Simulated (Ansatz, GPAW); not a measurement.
# How KVS3 (model structure) absorbs and reflects light, part 3 of 3

Aim: the dielectric function of KVS3 (model structure), and the optical constants that follow from it. The cell was made here by substitution or stacking, whether or not such a phase is known. It was built so: All O replaced by S and Ta replaced by V in the Pm-3m structure of KTaO3. The cell is first relaxed with Ansatz.

GPAW 26.7.0; DFT, RPBE, plane-wave PAW (GPAW data sets), scalar-relativistic, RPA, optical limit.

So far. Step 3 (Ground state): There are states at the Fermi level within the smearing, so the occupations stay smeared and the carriers get a Drude term.

## 5. Dielectric function, RPA

Local fields let the induced charge screen the field inside the cell, which as a rule lowers ε, most along directions where the density is uneven.

This step: DFT, RPBE, plane-wave PAW (GPAW data sets), scalar-relativistic, RPA, optical limit (GPAW 26.7.0).

df.py

```python
from gpaw.response.df import DielectricFunction

df = DielectricFunction('full.gpw', frequencies={'type': 'nonlinear', 'domega0': 0.03, 'omega2': 8},
                        ecut=50,
                        eta=0.05,
                        nbands=56,
                        rate=0.05,
                        txt='df.txt')
for direction in ['x']:
    df.get_dielectric_function(xc='RPA', direction=direction, filename=f'df_{direction}.csv')
```

Command:

```console
$ OMP_NUM_THREADS=1 python df.py
```

The program printed:

```text
Using integrator: PointIntegrator
NonLinearFrequencyDescriptor(from 0.000 to 88.070 eV, 529 points)
Nonperiodic BCs:  [False False False]
Using integrator: PointIntegrator
NonLinearFrequencyDescriptor(from 0.000 to 88.070 eV, 529 points)
Nonperiodic BCs:  [False False False]
Using integrator: PointIntegrator

Calculating chi0 body with:
    Ground state adapter containing:
    Number of spins: 2
    Number of kpoints: 512
    Number of irreducible kpoints: 35
    Number of completely occupied states: 17
    Number of partially occupied states: 25

    Linear response parametrization:
    q_c: [0.0, 0.0, 0.0]
    Number of frequency points: 529
    Planewave cutoff: 50.0
    Number of bands: 56
    Number of planewaves: 81
    Broadening (eta): 0.05

Integrating chi0 body.

Symmetries of q_c:
    Direct symmetries (Uq -> q): 48
    Indirect symmetries (TUq -> q): 0
In total 48 allowed symmetries.

35 groups of equivalent kpoints. 93.1640625% reduction.

Integral kind: spectral function

Calculating chi0 optical extensions with:
    Ground state adapter containing:
    Number of spins: 2
    Number of kpoints: 512
    Number of irreducible kpoints: 35
    Number of completely occupied states: 17
    Number of partially occupied states: 25

    Linear response parametrization:
    Number of frequency points: 529
    Planewave cutoff: 50.0
    Number of bands: 56
    Number of planewaves: 81
    Broadening (eta): 0.05
Integrating chi0 head and wings.

Symmetries of q_c:
    Direct symmetries (Uq -> q): 48
    Indirect symmetries (TUq -> q): 0
In total 48 allowed symmetries.

35 groups of equivalent kpoints. 93.1640625% reduction.

Integral kind: spectral function wings

Calculating drude chi0 with:
    Number of frequency points:529
    Plasma frequency decay rate: 0.05 eV

    Ground state adapter containing:
    Number of spins: 2
    Number of kpoints: 512
    Number of irreducible kpoints: 35
    Number of completely occupied states: 17
    Number of partially occupied states: 25

Symmetries of q_c:
    Direct symmetries (Uq -> q): 48
    Indirect symmetries (TUq -> q): 0
In total 48 allowed symmetries.

35 groups of equivalent kpoints. 93.1640625% reduction.

Integral kind: intraband
Plasma frequency:
[[3.43-0.j 0.  +0.j 0.  +0.j]
 [0.  +0.j 3.43-0.j 0.  +0.j]
 [0.  +0.j 0.  +0.j 3.43-0.j]]
```

It took 37 s on 1 thread of Arm Neoverse V2, shared host; peak memory 0.46 GiB.

Some rows of df_x.csv (energy; Re and Im without local fields; Re and Im with them):

```text
0.000000, 4881.258994, -0.000000, 4880.057964, -0.000000
0.460735, -34.745794, 38.338481, -35.802815, 37.797818
0.943989, -7.213505, 26.146528, -7.565658, 25.399146
1.451455, -6.894303, 13.200133, -7.004255, 12.898540
1.984998, -7.032905, 8.065354, -7.113012, 8.061416
2.546682, 0.214778, 4.274507, 0.015994, 4.402164
3.138794, 0.087241, 2.264396, -0.375730, 2.380670
3.763875, 2.968232, 3.088505, 2.419431, 3.063523
4.424758, -0.525294, 4.117284, -1.111394, 4.380468
5.124608, -0.050465, 2.086165, -0.837002, 2.237144
5.866977, 1.983118, 1.638870, 1.171516, 1.535291
6.655862, 3.578966, 2.433297, 2.445931, 2.062736
7.495775, 2.861153, 3.599481, 2.002152, 2.705423
8.391833, 1.360678, 3.517970, 0.723188, 2.587063
9.349861, 0.865083, 3.795545, 0.720267, 2.494108
10.376517, 0.744626, 3.724710, 0.746921, 2.399169
11.479449, -0.467894, 3.278253, 0.238855, 2.306430
12.667487, -0.806304, 1.972970, 0.113954, 1.547725
13.950874, -0.633966, 1.684933, 0.453639, 1.220344
```

The Im ε, E ∥ x has structure finer than the step of the table below, so its rows give means over 0.5 eV, whole bins alone (the curve runs from 0.305 to 15.0 eV). Peaks (eV: height): 0.75: 40.0.

Sum at mesh points, not converged in k. Table of Im ε, E ∥ x by photon energy; means over each step:

```tsv
photon energy (eV)	Im ε, E ∥ x
1.0	26.2
1.5	12.8
2.0	6.26
2.5	4.15
3.0	3.14
3.5	2.39
4.0	4.65
4.5	4.19
5.0	2.68
5.5	1.44
6.0	1.67
6.5	1.58
7.0	2.27
7.5	2.95
8.0	3.11
8.5	2.35
9.0	2.48
9.5	2.41
10.0	2.48
10.5	2.43
11.0	2.39
11.5	2.13
12.0	1.69
12.5	1.59
13.0	1.45
13.5	1.23
14.0	1.24
14.5	1.04
```

Values under 1 per cm are given as 1; sum at mesh points, not converged in k. The absorption coefficient, E ∥ x by photon energy:

```tsv
photon energy (eV)	absorption coefficient, E ∥ x (1/cm)
0.492	3.1e5
1.010	4.1e5
1.486	5.0e5
1.985	6.0e5
2.508	3.7e5
3.018	4.2e5
3.510	2.5e5
3.980	5.0e5
4.516	7.1e5
4.981	6.7e5
5.515	3.4e5
6.021	3.7e5
6.494	2.8e5
6.985	4.9e5
7.496	6.3e5
8.026	9.1e5
8.516	7.4e5
9.023	7.8e5
9.483	8.6e5
10.026	1.1e6
10.519	9.9e5
11.029	1.2e6
11.479	1.2e6
12.023	1.1e6
12.504	1.1e6
13.000	9.9e5
13.512	9.6e5
14.040	9.6e5
14.493	8.6e5
```

The reflectivity at normal incidence, E ∥ x has structure finer than the step of the table below, so its rows give means over 0.5 eV, whole bins alone (the curve runs from 0.305 to 15.0 eV). Peaks (eV: height): 1.25: 71.3, 1.77: 67.9, 2.06: 68.1, 2.70: 43.1, 4.38: 37.6, 5.12: 31.6, 11.56: 21.1.

Sum at mesh points, not converged in k. The reflectivity at normal incidence, E ∥ x by photon energy; means over each step:

```tsv
photon energy (eV)	reflectivity at normal incidence, E ∥ x (%)
1.0	66.5
1.5	63.5
2.0	61.6
2.5	40.2
3.0	32.3
3.5	15.4
4.0	23.2
4.5	32.6
5.0	27.1
5.5	11.9
6.0	8.87
6.5	8.23
7.0	11.9
7.5	15.5
8.0	19.2
8.5	14.8
9.0	14.2
9.5	15.1
10.0	16.4
10.5	15.9
11.0	19.3
11.5	19.1
12.0	17.9
12.5	16.0
13.0	14.7
13.5	14.2
14.0	11.5
14.5	10.7
```

The Im ε, E ∥ x has structure finer than the step of the table below, so its rows give means over 0.5 eV, whole bins alone (the curve runs from 0.305 to 15.0 eV). Peaks (eV: height): without local fields 0.75: 41.0; with local fields 0.75: 40.0.

Sum at mesh points, not converged in k. The Im ε, E ∥ x by photon energy; means over each step:

```tsv
photon energy (eV)	without local fields	with local fields
1.0	26.9	26.2
1.5	12.9	12.8
2.0	6.26	6.26
2.5	4.02	4.15
3.0	2.99	3.14
3.5	2.28	2.39
4.0	4.66	4.65
4.5	3.99	4.19
5.0	2.57	2.68
5.5	1.50	1.44
6.0	1.79	1.67
6.5	1.85	1.58
7.0	2.86	2.27
7.5	3.91	2.95
8.0	3.98	3.11
8.5	3.27	2.35
9.0	3.97	2.48
9.5	3.86	2.41
10.0	3.80	2.48
10.5	3.88	2.43
11.0	3.34	2.39
11.5	3.07	2.13
12.0	2.66	1.69
12.5	2.35	1.59
13.0	1.81	1.45
13.5	1.61	1.23
14.0	1.56	1.24
14.5	1.36	1.04
```

The loss function −Im 1/ε at q → 0, E ∥ x has structure finer than the step of the table below, so its rows give means over 0.25 eV, whole bins alone (the curve runs from 0.305 to 15.0 eV). Peaks (eV: height): 3.468: 0.475, 5.367: 0.784, 8.516: 0.418, 13.774: 0.853, 14.402: 0.925.

Sum at mesh points, not converged in k. Loss function −Im 1/ε at q → 0, E ∥ x against energy loss; means over each step:

energy loss (eV), loss function −Im 1/ε at q → 0, E ∥ x and a bar:
```
     0.50      0.018 
     0.75      0.027 
     1.00      0.035 #
     1.25      0.036 #
     1.50      0.059 #
     1.75      0.063 ##
     2.00      0.077 ##
     2.25      0.148 ####
     2.50      0.230 #######
     2.75      0.198 ######
     3.00      0.300 ##########
     3.25      0.386 #############
     3.50      0.364 ############
     3.75      0.194 ######
     4.00      0.168 #####
     4.25      0.165 #####
     4.50      0.242 ########
     4.75      0.335 ###########
     5.00      0.332 ###########
     5.25      0.593 ####################
     5.50      0.581 ###################
     5.75      0.438 ##############
     6.00      0.362 ############
     6.25      0.381 ############
     6.50      0.231 #######
     6.75      0.225 #######
     7.00      0.250 ########
     7.25      0.218 #######
     7.50      0.227 #######
     7.75      0.230 #######
     8.00      0.309 ##########
     8.25      0.349 ###########
     8.50      0.386 #############
     8.75      0.358 ############
     9.00      0.311 ##########
     9.25      0.335 ###########
     9.50      0.377 ############
     9.75      0.338 ###########
    10.00      0.377 ############
    10.25      0.391 #############
    10.50      0.380 ############
    10.75      0.360 ############
    11.00      0.422 ##############
    11.25      0.461 ###############
    11.50      0.450 ###############
    11.75      0.521 #################
    12.00      0.608 ####################
    12.25      0.613 ####################
    12.50      0.616 #####################
    12.75      0.673 #######################
    13.00      0.670 ######################
    13.25      0.695 #######################
    13.50      0.810 ###########################
    13.75      0.816 ###########################
    14.00      0.709 ########################
    14.25      0.802 ###########################
    14.50      0.890 ##############################
    14.75      0.788 ###########################
```

At chosen wavelengths:

```tsv
wavelength (nm)	n	k	R (%)	1/α
800	1.91	3.225	59.5	20 nm
633	1.46	2.901	59.6	17 nm
532	0.87	1.864	50.0	23 nm
450	1.19	1.733	38.9	21 nm
405	1.08	1.428	32.1	23 nm
308	1.93	1.308	25.0	19 nm
193	1.38	0.429	5.6	36 nm
```

A polished face would reflect 54 % of daylight and look orange (CIE x = 0.362, y = 0.358 under D65).

## 6. Results

**Reading.** At this level (RPBE, RPA) KVS3 is a metal. The mesh is too coarse to trust the carriers' weight, the reflectivity or the colour to better than tens of per cent. The cell grew by 8.7 % in volume. A polished face would reflect 54 % of daylight and look orange (CIE x = 0.362, y = 0.358 under D65). The carriers' damping of 0.05 eV is typed, not computed; it shapes the response at the lowest energies. The magnetic state comes from one start and need not be the lowest. In this version of GPAW the matrix elements of the optical limit are incomplete, which can lower ε − 1 by up to a tenth where first-row anions or d states rule, and shift it by more in d metals. GPAW's carrier term has the form −ωp²/(ω + i·rate)², which damps like twice the rate and fails at low energy, so the curves leave the lowest energies out. The sum runs over mesh points 0.17 Å⁻¹ apart with no interpolation, so peaks are partly noise of the mesh, and the Drude plasma energy, a sum over the Fermi surface, isn't converged.

[Machine, clock and banner lines and Python warnings are left out of the logs.]

[Logs are printed without paths, hosts, clocks, repeated set-up lines and the standing remarks that a program may print on its own settings, such as how far it seeks lower states.]

[Hosts, paths, dates, database ids (printed as entryN), source tags and the programs' standing remarks are cut or masked in the printed files.]
